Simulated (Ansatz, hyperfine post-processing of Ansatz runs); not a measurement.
**Fermi-contact shifts in LiTiV2CrO10**

Aim: the shifts that the unpaired electrons of Cr give to the NMR lines of 7Li, 17O and 51V in LiTiV2CrO10 at 298 K.

Main program and level: Ansatz 0.2.0; DFT, r2SCAN, plane-wave PAW, default files (PAW set soft_2), collinear spin, scalar-relativistic.

### Step 1. The structure

Symmetry: P-4m2, No. 115, tetragonal system. Conventional cell: a = 6.561 Å, b = 6.561 Å, c = 5.281 Å, α = 90.00°, β = 90.00°, γ = 90.00°. Nearest to Cr lie 4 O at 1.69 Å. V has 5 O at 1.58 to 2.00 Å nearest. Nearest to Ti lie 4 O at 1.83 Å. Nearest to O lie 1 V at 1.81 Å and 1 Ti at 1.83 Å. O has 1 V at 1.58 Å nearest. Nearest to O lie 1 Cr at 1.69 Å and 1 V at 2.00 Å and 1 Li at 2.09 Å. Farther neighbours and most contacts between anions are not listed.

The cell is a computed entry of the Materials Project; it need not be the form that is stable at ambient conditions. The atoms were relaxed beforehand at this level of theory at fixed cell, with all moments parallel.

### Step 2. Saturated spin state

With all Cr moments parallel, the spin density at each nucleus is that of the fully magnetised paramagnet.

Input file input.yaml:

```yaml
crystal:
  lattice:
    - [6.561202, 0.0, 0.0]
    - [0.0, 6.561202, 0.0]
    - [0.0, 0.0, 5.281002]
  atoms:
    - { symbol: Cr, position: [0.0, 0.0, 0.5], spin: 1.0 }
    - { symbol: V, position: [0.5, 0.0, 0.3960989323] }
    - { symbol: V, position: [0.0, 0.5, 0.6039010677] }
    - { symbol: Ti, position: [0.5, 0.5, 0.5] }
    - { symbol: O, position: [0.7333524309, 0.5, 0.6903368693] }
    - { symbol: O, position: [0.5, 0.0, 0.6949350782] }
    - { symbol: O, position: [0.5, 0.7333524309, 0.3096631307] }
    - { symbol: O, position: [0.5, 0.2666475691, 0.3096631307] }
    - { symbol: O, position: [0.2666475691, 0.5, 0.6903368693] }
    - { symbol: O, position: [0.204042408, 0.0, 0.303344367] }
    - { symbol: O, position: [0.0, 0.204042408, 0.696655633] }
    - { symbol: O, position: [0.0, 0.795957592, 0.696655633] }
    - { symbol: O, position: [0.0, 0.5, 0.3050649218] }
    - { symbol: O, position: [0.795957592, 0.0, 0.303344367] }
    - { symbol: Li, position: [0.0, 0.0, 0.0] }
magnetization:
  spin_polarized: true
kpoints:
  mp_grid: { grid: [3, 3, 4] }
scf:
  lower_state_search: "off"
  occupations: { method: fermi_dirac, width: 0.02 }
hamiltonian:
  xc: r2scan
output:
  efg:
    contact_densities: true
    quadrupole_moments_barn: { Cr: -0.15, V: -0.052, Ti: 0.302, O: -0.02558, Li: -0.0401 }
  forces: false
  write_density: true
  write_potential: true
  elf: true
  volumetric_format: npy
```

The run is started by

```
> ansatz run input.yaml --threads 4 --pin off --max-ram 8192MiB --backend cpu --events-out ev --progress --plain --runs-dir out
```

Numbers of over 12 decimals in the logs are rounded to 6 here.

Log:

```text
[a pick of lines, long numbers rounded; other set-up, energy and force rows are left out]
Functional definition: r2SCAN
Crystal: 15 atoms, lattice volume = 227.344 Å³
Basis set: ecut = 500 eV, 5767 PW (Γ), exchange–correlation on 192×192×160 points (64 copies of the dense FFT grid, shifted against one another)
Symmetry: 8 space group operations
Magnetic group: BNS 115.283 (UNI 943), of the structure as read, at distance tolerance 6.1e-5 Å
k-points: 9 of 36 (time reversal used)
Functional: x = r2scan, c = r2scan; τ floored in thin density (d = 2e-4 eV/Å³)
SCF iter   1: F=-17603.796776 eV  HF=-17624.167091 eV  |F-HF|=2.04e1  |Δ(HF+E_count)|=         —  Δρ=5.45e-2 (↑5.45e-2 ↓3.97e-2)  dr2=2.63e1  dr2_τ=4.64e-1  dr2_m=4.56e-1  M=0.369 μB ∫|m|=0.788 μB  β_m=0.30  ethr=3.10e-3  ⟨swp⟩=5.8  Hψ=4403  notcnv=0  defer=74
preconditioner: auto → Resta (q_TF=auto, 2.435 Å⁻¹)  ε∞=5.6  [insulator: Δε(μ)=0.087 eV  Ē_g=10.287 eV  σ=0.020 eV  W_gap=0.52  n_scr=48 (ndim 8)  ℏωp=22.2 eV  f_vac=0.137  D(μ)=7.03/eV (n_scr^D=46)  ε∞_Penn≈5.6]
SCF iter   2: F=-17612.067107 eV  HF=-17623.054459 eV  |F-HF|=1.10e1  |Δ(HF+E_count)|=    1.11e0  Δρ=4.16e-2 (↑4.16e-2 ↓3.39e-2)  dr2=1.44e1  dr2_τ=2.12e-1  dr2_m=1.58e-1  M=0.993 μB ∫|m|=1.285 μB  β_m=1.00  ethr=3.10e-3  ⟨swp⟩=3.0  Hψ=2769  notcnv=0  defer=152  κ⁻¹=1.0e0(r=1)
SCF iter   3: F=-17621.096235 eV  HF=-17622.124954 eV  |F-HF|=1.03e0  |Δ(HF+E_count)|=   9.30e-1  Δρ=1.93e-2 (↑1.93e-2 ↓1.80e-2)  dr2=3.47e0  dr2_τ=3.65e-2  dr2_m=2.04e-2  M=1.000 μB ∫|m|=1.295 μB  β_m=1.00  ethr=3.10e-3  ⟨swp⟩=2.9  Hψ=3363  notcnv=0  defer=151  κ⁻¹=1.8e-2(r=2)
SCF iter   4: F=-17621.538988 eV  HF=-17621.992950 eV  |F-HF|=4.54e-1  |Δ(HF+E_count)|=   1.32e-1  Δρ=1.14e-2 (↑1.14e-2 ↓1.10e-2)  dr2=1.45e0  dr2_τ=1.94e-2  dr2_m=1.36e-3  M=1.000 μB ∫|m|=1.298 μB  β_m=1.00  ethr=3.02e-3  ⟨swp⟩=2.4  Hψ=1883  notcnv=0  defer=151  κ⁻¹=1.5e-2(r=3)
SCF iter   5: F=-17621.953310 eV  HF=-17621.979878 eV  |F-HF|=2.66e-2  |Δ(HF+E_count)|=   1.31e-2  Δρ=6.71e-3 (↑6.71e-3 ↓6.46e-3)  dr2=4.18e-1  dr2_τ=5.08e-3  dr2_m=3.73e-4  M=1.000 μB ∫|m|=1.301 μB  β_m=0.30  ethr=1.26e-3  ⟨swp⟩=2.0  Hψ=1720  notcnv=0  defer=156  κ⁻¹=4.7e-3(r=4)
SCF iter   6: F=-17622.059221 eV  HF=-17622.011410 eV  |F-HF|=4.78e-2  |Δ(HF+E_count)|=   3.15e-2  Δρ=3.85e-3 (↑3.85e-3 ↓3.85e-3)  dr2=1.21e-1  dr2_τ=1.90e-3  dr2_m=3.46e-4  M=1.000 μB ∫|m|=1.309 μB  β_m=1.00  ethr=3.63e-4  ⟨swp⟩=3.4  Hψ=1960  notcnv=0  defer=156  κ⁻¹=5.5e-4(r=5)
SCF iter   7: F=-17622.068851 eV  HF=-17622.040161 eV  |F-HF|=2.87e-2  |Δ(HF+E_count)|=   2.88e-2  Δρ=1.85e-3 (↑1.85e-3 ↓1.80e-3)  dr2=3.21e-2  dr2_τ=4.59e-4  dr2_m=1.27e-4  M=1.000 μB ∫|m|=1.319 μB  β_m=1.00  ethr=1.05e-4  ⟨swp⟩=3.7  Hψ=2302  notcnv=0  defer=156  κ⁻¹=6.5e-5(r=6)
SCF iter   8: F=-17622.072602 eV  HF=-17622.059544 eV  |F-HF|=1.31e-2  |Δ(HF+E_count)|=   1.94e-2  Δρ=1.03e-3 (↑1.01e-3 ↓1.03e-3)  dr2=7.98e-3  dr2_τ=1.44e-4  dr2_m=1.60e-5  M=1.000 μB ∫|m|=1.321 μB  β_m=1.00  ethr=2.79e-5  ⟨swp⟩=2.6  Hψ=1800  notcnv=0  defer=151  κ⁻¹=9.0e-6(r=7)
SCF iter   9: F=-17622.073939 eV  HF=-17622.068718 eV  |F-HF|=5.22e-3  |Δ(HF+E_count)|=   9.17e-3  Δρ=5.88e-4 (↑5.88e-4 ↓5.60e-4)  dr2=2.33e-3  dr2_τ=4.66e-5  dr2_m=5.50e-6  M=1.000 μB ∫|m|=1.323 μB  β_m=1.20  ethr=6.94e-6  ⟨swp⟩=2.1  Hψ=1914  notcnv=0  defer=151
SCF iter  10: F=-17622.074647 eV  HF=-17622.071409 eV  |F-HF|=3.24e-3  |Δ(HF+E_count)|=   2.69e-3  Δρ=4.08e-4 (↑3.98e-4 ↓4.08e-4)  dr2=1.10e-3  dr2_τ=2.13e-5  dr2_m=1.68e-6  M=1.000 μB ∫|m|=1.325 μB  β_m=1.20  ethr=2.03e-6  ⟨swp⟩=2.0  Hψ=2031  notcnv=0  defer=151  κ⁻¹=1.0e0(r=1)
SCF iter  11: F=-17622.074788 eV  HF=-17622.073296 eV  |F-HF|=1.49e-3  |Δ(HF+E_count)|=   1.89e-3  Δρ=2.82e-4 (↑2.82e-4 ↓2.67e-4)  dr2=7.25e-4  dr2_τ=9.26e-6  dr2_m=2.24e-6  M=1.000 μB ∫|m|=1.327 μB  β_m=1.20  ethr=9.53e-7  ⟨swp⟩=2.0  Hψ=2186  notcnv=0  defer=151  κ⁻¹=1.6e-1(r=2)
SCF iter  12: F=-17622.075008 eV  HF=-17622.074929 eV  |F-HF|=7.93e-5  |Δ(HF+E_count)|=   1.63e-3  Δρ=9.64e-5 (↑9.60e-5 ↓9.64e-5)  dr2=1.39e-4  dr2_τ=6.99e-7  dr2_m=8.52e-8  M=1.000 μB ∫|m|=1.331 μB  β_m=1.20  ethr=6.31e-7  ⟨swp⟩=2.2  Hψ=2359  notcnv=0  defer=151  κ⁻¹=1.1e-2(r=3)
SCF iter  13: F=-17622.075037 eV  HF=-17622.074945 eV  |F-HF|=9.12e-5  |Δ(HF+E_count)|=   1.66e-5  Δρ=7.22e-5 (↑7.22e-5 ↓7.03e-5)  dr2=4.50e-5  dr2_τ=5.40e-7  dr2_m=4.81e-8  M=1.000 μB ∫|m|=1.332 μB  β_m=1.20  ethr=1.21e-7  ⟨swp⟩=2.0  Hψ=1935  notcnv=0  defer=151  κ⁻¹=7.3e-3(r=4)
SCF iter  14: F=-17622.075178 eV  HF=-17622.075133 eV  |F-HF|=4.48e-5  |Δ(HF+E_count)|=   1.88e-4  Δρ=4.39e-5 (↑4.39e-5 ↓4.20e-5)  dr2=1.51e-5  dr2_τ=2.49e-7  dr2_m=3.41e-8  M=1.000 μB ∫|m|=1.333 μB  β_m=1.20  ethr=3.92e-8  ⟨swp⟩=2.2  Hψ=1986  notcnv=0  defer=151  κ⁻¹=3.6e-3(r=5)
SCF iter  15: F=-17622.075182 eV  HF=-17622.075173 eV  |F-HF|=9.18e-6  |Δ(HF+E_count)|=   3.98e-5  Δρ=2.27e-5 (↑2.25e-5 ↓2.27e-5)  dr2=4.48e-6  dr2_τ=6.41e-8  dr2_m=1.60e-8  M=1.000 μB ∫|m|=1.333 μB  β_m=1.20  ethr=1.31e-8  ⟨swp⟩=2.0  Hψ=2163  notcnv=0  defer=151  κ⁻¹=8.4e-4(r=6)
SCF iter  16: F=-17622.075183 eV  HF=-17622.075183 eV  |F-HF|=7.09e-7  |Δ(HF+E_count)|=   9.76e-6  Δρ=1.15e-5 (↑1.13e-5 ↓1.15e-5)  dr2=1.41e-6  dr2_τ=1.75e-8  dr2_m=1.77e-9  M=1.000 μB ∫|m|=1.333 μB  β_m=1.20  ethr=3.90e-9  ⟨swp⟩=2.0  Hψ=2136  notcnv=0  defer=151  κ⁻¹=3.8e-4(r=7)
[...]
SCF 1 converged in 19 iterations: F = -17622.075184 eV  dr2 = 1.54e-8
SCF converged after 19 iterations
Magnetization: 1.0000 μB (58.0000 up, 57.0000 down)
Absolute magnetization: 1.3426 μB (∫|ρ↑−ρ↓|, with the PAW one-centre terms)
Per-site moments (μB) at R_I (Å): [(0.769537, 0.698923), (0.031510, 0.650989), (0.031510, 0.650989), (-0.000344308, 0.755511), (-0.0052327, 0.745840), (-0.00543053, 0.650989), (-0.0052327, 0.745840), (-0.0052327, 0.745840), (-0.0052327, 0.745840), (-0.010271, 0.698923), (-0.010271, 0.698923), (-0.010271, 0.698923), (-0.00543053, 0.650989), (-0.010271, 0.698923), (0.000651094, 0.861184)]
Free energy (F): -17622.075184 eV
Fermi energy:    3.779765 eV
--- PAW observables at the nuclei: V_zz in 10²¹ V/m², potentials from the cell's mean, atoms counted from 1 ---
  atom   1  Cr V_zz =    -9.120263   η = 0.0000   by run symmetry: allowed   C_q = +33.0790 MHz
            electrostatic potential = -2849.741263 V   contact ρ = 76264.376837 e/Å³   contact ρ_s (e/Å³): all electrons -0.535917, valence +1.650703
  atom   2  V  V_zz =    -9.289975   η = 0.5520   by run symmetry: allowed   C_q = +11.6808 MHz
            electrostatic potential = -2682.112938 V   contact ρ = 65947.063928 e/Å³   contact ρ_s (e/Å³): all electrons +0.364099, valence +0.447351
  atom   3  V  V_zz =    -9.289975   η = 0.5520   by run symmetry: allowed   C_q = +11.6808 MHz
            electrostatic potential = -2682.112938 V   contact ρ = 65947.063928 e/Å³   contact ρ_s (e/Å³): all electrons +0.364099, valence +0.447351
  atom   4  Ti V_zz =    +3.036585   η = 0.0000   by run symmetry: allowed   C_q = +22.1741 MHz
            electrostatic potential = -2520.400847 V   contact ρ = 56730.971921 e/Å³   contact ρ_s (e/Å³): all electrons +0.011274, valence +0.010776
  atom   5  O  V_zz =    -3.079975   η = 0.8114   by run symmetry: allowed   C_q = +1.9050 MHz
            electrostatic potential = -618.523876 V   contact ρ = 2153.603306 e/Å³   contact ρ_s (e/Å³): all electrons -0.012033, valence -0.022595
  atom   6  O  V_zz =    +3.660358   η = 0.2682   by run symmetry: allowed   C_q = -2.2640 MHz
            electrostatic potential = -617.718043 V   contact ρ = 2157.354822 e/Å³   contact ρ_s (e/Å³): all electrons -0.005878, valence -0.018841
  atom   7  O  V_zz =    -3.079975   η = 0.8114   by run symmetry: allowed   C_q = +1.9050 MHz
            electrostatic potential = -618.523876 V   contact ρ = 2153.603306 e/Å³   contact ρ_s (e/Å³): all electrons -0.012033, valence -0.022595
  atom   8  O  V_zz =    -3.079975   η = 0.8114   by run symmetry: allowed   C_q = +1.9050 MHz
            electrostatic potential = -618.523876 V   contact ρ = 2153.603306 e/Å³   contact ρ_s (e/Å³): all electrons -0.012033, valence -0.022595
  atom   9  O  V_zz =    -3.079975   η = 0.8114   by run symmetry: allowed   C_q = +1.9050 MHz
            electrostatic potential = -618.523876 V   contact ρ = 2153.603306 e/Å³   contact ρ_s (e/Å³): all electrons -0.012033, valence -0.022595
  atom  10  O  V_zz =    +4.290273   η = 0.1688   by run symmetry: allowed   C_q = -2.6536 MHz
            electrostatic potential = -617.682268 V   contact ρ = 2153.502946 e/Å³   contact ρ_s (e/Å³): all electrons +0.038567, valence +0.014821
  atom  11  O  V_zz =    +4.290273   η = 0.1688   by run symmetry: allowed   C_q = -2.6536 MHz
            electrostatic potential = -617.682268 V   contact ρ = 2153.502946 e/Å³   contact ρ_s (e/Å³): all electrons +0.038567, valence +0.014821
  atom  12  O  V_zz =    +4.290273   η = 0.1688   by run symmetry: allowed   C_q = -2.6536 MHz
            electrostatic potential = -617.682268 V   contact ρ = 2153.502946 e/Å³   contact ρ_s (e/Å³): all electrons +0.038567, valence +0.014821
  atom  13  O  V_zz =    +3.660358   η = 0.2682   by run symmetry: allowed   C_q = -2.2640 MHz
            electrostatic potential = -617.718043 V   contact ρ = 2157.354822 e/Å³   contact ρ_s (e/Å³): all electrons -0.005878, valence -0.018841
  atom  14  O  V_zz =    +4.290273   η = 0.1688   by run symmetry: allowed   C_q = -2.6536 MHz
            electrostatic potential = -617.682268 V   contact ρ = 2153.502946 e/Å³   contact ρ_s (e/Å³): all electrons +0.038567, valence +0.014821
  atom  15  Li V_zz =    -0.012193   η = 0.0000   by run symmetry: allowed   C_q = +0.0118 MHz
            electrostatic potential = -166.152827 V   contact ρ = 93.923077 e/Å³   contact ρ_s (e/Å³): all electrons +0.016685, valence +0.016035
--- Band table (eV; the first three rows and the last of 18) ---
  k-point 0 ↑: bands = ["-72.9650", "-64.6820", "-64.6820", "-55.8031", "-43.1778", "-43.1778", "-43.1700", "-42.7153", "-37.6665", "-37.6665", "-37.3426", "-37.3426", "-37.3156", "-37.3156", "-31.1084", "-31.0933", "-31.0933", "-16.3292", "-15.8738", "-15.6318", "-15.6318", "-15.4034", "-15.2043", "-15.0665", "-14.9831", "-14.6158", "-14.6158", "-3.0524", "-2.2060", "-2.2060", "-2.0972", "-2.0311", "-1.8591", "-1.74 [...]
  k-point 1 ↑: bands = ["-72.9650", "-64.6820", "-64.6820", "-55.8031", "-43.1778", "-43.1778", "-43.1735", "-42.7115", "-37.6666", "-37.6665", "-37.3426", "-37.3426", "-37.3156", "-37.3156", "-31.1085", "-31.0933", "-31.0933", "-16.3239", "-15.8736", "-15.6319", "-15.6319", "-15.3928", "-15.1977", "-15.0685", "-14.9932", "-14.6159", "-14.6159", "-3.0731", "-2.1944", "-2.1944", "-2.0770", "-2.0011", "-1.9774", "-1.70 [...]
  k-point 2 ↑: bands = ["-72.9650", "-64.6820", "-64.6820", "-55.8030", "-43.1778", "-43.1778", "-43.1770", "-42.7078", "-37.6667", "-37.6666", "-37.3426", "-37.3426", "-37.3156", "-37.3156", "-31.1086", "-31.0933", "-31.0933", "-16.3186", "-15.8735", "-15.6320", "-15.6320", "-15.3815", "-15.1907", "-15.0710", "-15.0040", "-14.6160", "-14.6160", "-3.0932", "-2.1810", "-2.1810", "-2.0836", "-2.0560", "-1.9610", "-1.66 [...]
  k-point 8 ↓: bands = ["-71.6652", "-64.6170", "-64.6170", "-55.8037", "-42.7156", "-42.1702", "-42.1702", "-41.2792", "-37.6195", "-37.6195", "-37.2877", "-37.2875", "-37.2238", "-37.2233", "-31.1084", "-31.0964", "-31.0964", "-16.1813", "-15.8801", "-15.8085", "-15.6277", "-15.2355", "-15.1882", "-15.0564", "-14.9755", "-14.8054", "-14.6655", "-2.4830", "-2.3858", "-2.1465", "-2.0549", "-1.7943", "-1.7410", "-1.65 [...]
```

Elapsed: 31 s, on 4 threads of Arm Neoverse V2, shared host; peak memory 1.3 GiB; 2 min of CPU time.

The cell holds 1.00 μB on 1 Cr, so S = 0.50. The contact field is B = (2μ₀/3) μB ρ_s, 7.769 T for 1 e/Å³, and A_iso = γB/(2πS) sums over all ions. The valence part leaves out the polarisation of the shells that the files keep in the core (H has none; for Li and Na most or all inner electrons count as valence):

| site | atom | atoms in cell | links to Cr | field (T) | valence part (T) | A_iso (MHz) |
| --- | --- | --- | --- | --- | --- | --- |
| Li | 15 | 1 | 2 Cr through links of 88° (4) | 0.130 | 0.125 | 4.29 |
| O(1) | 5 | 4 | no Cr within 3.2 Å | -0.0935 | -0.176 | 1.08 |
| O(2) | 6 | 2 | no Cr within 3.2 Å | -0.0457 | -0.146 | 0.527 |
| O(3) | 10 | 4 | bonded to 1 Cr at 1.69 Å | 0.300 | 0.115 | -3.46 |
| V | 2 | 2 | 2 Cr through links of 128° (2) | 2.83 | 3.48 | 63.4 |
| Ti | 4 | 1 | no Cr linked through a nearest anion | 0.0876 | 0.0837 | -0.421 |

Spin density in the ac plane at fractional y = 0.000, with atoms of Cr and V and O and Li within 0.2 Å of it.

Ten even steps from '0' (0.0 e/Å³) to '9' (1.4 e/Å³), each cell a mean:
```
000000000000000000
000000000000000000
000000000000000000
000000000000000000
200000000000000001
710000000000000004
930000000000000016
820000000000000005
510000000000000003
100000000000000000
000000000000000000
000000000000000000
000000000000000000
000000000000000000
```
Columns run along a (6.6 Å), rows up along c (5.3 Å). Atoms in or near the plane, at fractional coordinates: Cr at (0.00, 0.50), V at (0.50, 0.40), O at (0.50, 0.69), O at (0.20, 0.30), O at (0.80, 0.30), Li at (0.00, 0.00).

No flip was run. Θ = 0 is used.

### Step 3. Cost against result

Spin transfer to the ligands hangs on how far the functional delocalises the open shell, so other levels show how much the fields depend on it.

Contact fields (T) with all moments parallel; times on 4 threads of Arm Neoverse V2, shared host. Each level takes the cutoff that its files ask for.

| level | moment (μB) | time | Li | O(1) | O(2) | O(3) | V | Ti |
| --- | --- | --- | --- | --- | --- | --- | --- | --- |
| r2SCAN | 1.00 | 31 s | 0.130 | -0.0935 | -0.0457 | 0.300 | 2.83 | 0.0876 |
| r2SCAN +U Cr 1 eV | 1.00 | 27 s | 0.126 | -0.109 | -0.0428 | 0.160 | 2.72 | 0.0744 |
| LDA +U Cr 4.5 eV | 1.00 | 14 s | 0.177 | -0.0880 | -0.0124 | -0.237 | 2.62 | 0.0944 |

### Step 4. Scaling to the paramagnet

The shift is δ = B · g μB (S + 1) / (3 k_B (T − Θ)) with g = 2; at 298 K and Θ = 0 K one tesla gives 2254 ppm. The anisotropy is a sum over point dipoles on the Cr ions, scaled alike; on atoms bound to Cr, spin in their own p shell adds an anisotropy that this leaves out.

| site | nucleus | δ_iso (ppm) | reduced anisotropy (ppm) | asymmetry |
| --- | --- | --- | --- | --- |
| Li | 7Li | 292 | 441 | 0.00 |
| O(1) | 17O | -211 | 75 | 0.49 |
| O(2) | 17O | -103 | 167 | 0.34 |
| O(3) | 17O | 675 | 850 | 0.07 |
| V | 51V | 6380 | 204 | 0.17 |
| Ti | 47Ti | 197 | -58 | 0.00 |

The reduced anisotropy is δ_zz − δ_iso, with zz the principal value farthest from δ_iso. The Weiss constant adds its own doubt: exchange couplings from semilocal functionals can miss even their sign, and a Θ lower by 100 K would lower every shift by 25 %.

7Li MAS at 11.7 T (193.6 MHz), 60 kHz, 298 K; contact and dipolar shift alone, no orbital or quadrupolar part; lines under 1.5 % of the strongest are left out. Lines of the NMR spectrum (strongest = 100):

| position (ppm) | label | intensity |
| --- | --- | --- |
| -17.7 | Li -1 | 18 |
| 292.2 | Li centre | 100 |
| 602.1 | Li +1 | 12 |
| 912.0 | Li +2 | 4.0 |

17O MAS at 11.7 T (67.6 MHz), 60 kHz, 298 K; contact and dipolar shift alone, no orbital or quadrupolar part; lines under 1.5 % of the strongest are left out. NMR lines, with heights relative to the strongest:

| position (ppm) | label | intensity |
| --- | --- | --- |
| -212.7 | O(3) -1 | 6.4 |
| -210.7 | O(1) centre | 100 |
| -102.9 | O(2) centre | 50 |
| 675.4 | O(3) centre | 87 |
| 1563.5 | O(3) +1 | 4.8 |

### Step 5. What came out

- spin of Cr: 0.50
- 7Li contact shift at 298 K, Θ = 0 K: 292 ppm
- 17O contact shift at 298 K, Θ = 0 K: -211, -103, 675 ppm
- 51V contact shift at 298 K, Θ = 0 K: 6380 ppm
- 47Ti contact shift at 298 K, Θ = 0 K: 197 ppm

What this shows: At 298 K the Cr moments shift 7Li on Li by 292 ppm, 17O on O(1) by -211 ppm, 17O on O(2) by -103 ppm, 17O on O(3) by 675 ppm, 51V on V by 6380 ppm and 47Ti on Ti by 197 ppm, scaled with a pure Curie law. No Weiss constant was computed, so the shifts are given for a pure Curie law; each 30 K of Θ would move them by about 10 %. Over the levels shown that keep the moment, the field at Li runs from 0.126 T (r2SCAN +U Cr 1 eV) to 0.177 T (LDA +U Cr 4.5 eV); among the sites in the table it changes sign at O(3). On O(3) the levels differ even in sign, so neither size nor sign of that shift is settled. 2 further runs of this session (trial settings, or flips that did not finish) are not shown. All this holds only well above the ordering temperature and the strongest exchange, neither of which is computed. The orbital (chemical) shift and the pseudocontact shift from g anisotropy are not included. For anions bound to the magnetic ion the point-dipole anisotropy lacks the spin in their own p orbitals, and their lines are broad and relax fast. On O(1), O(2) and O(3) total and valence fields differ by over a quarter of the total (by up to 2.2 times the total); that core part hangs on the functional and on the program's treatment of the cores, and where it exceeds the total neither size nor sign of the shift is settled. The dipole sum is for a spherical crystallite; bulk susceptibility, which broadens real lines, and quadrupolar couplings are left out.

[Logs are printed without paths, hosts, clocks, repeated set-up lines and the standing remarks that a program may print on its own settings, such as how far it seeks lower states.]

[Hosts, paths, dates, database ids (printed as entryN), source tags and the programs' standing remarks are cut or masked in the printed files.]
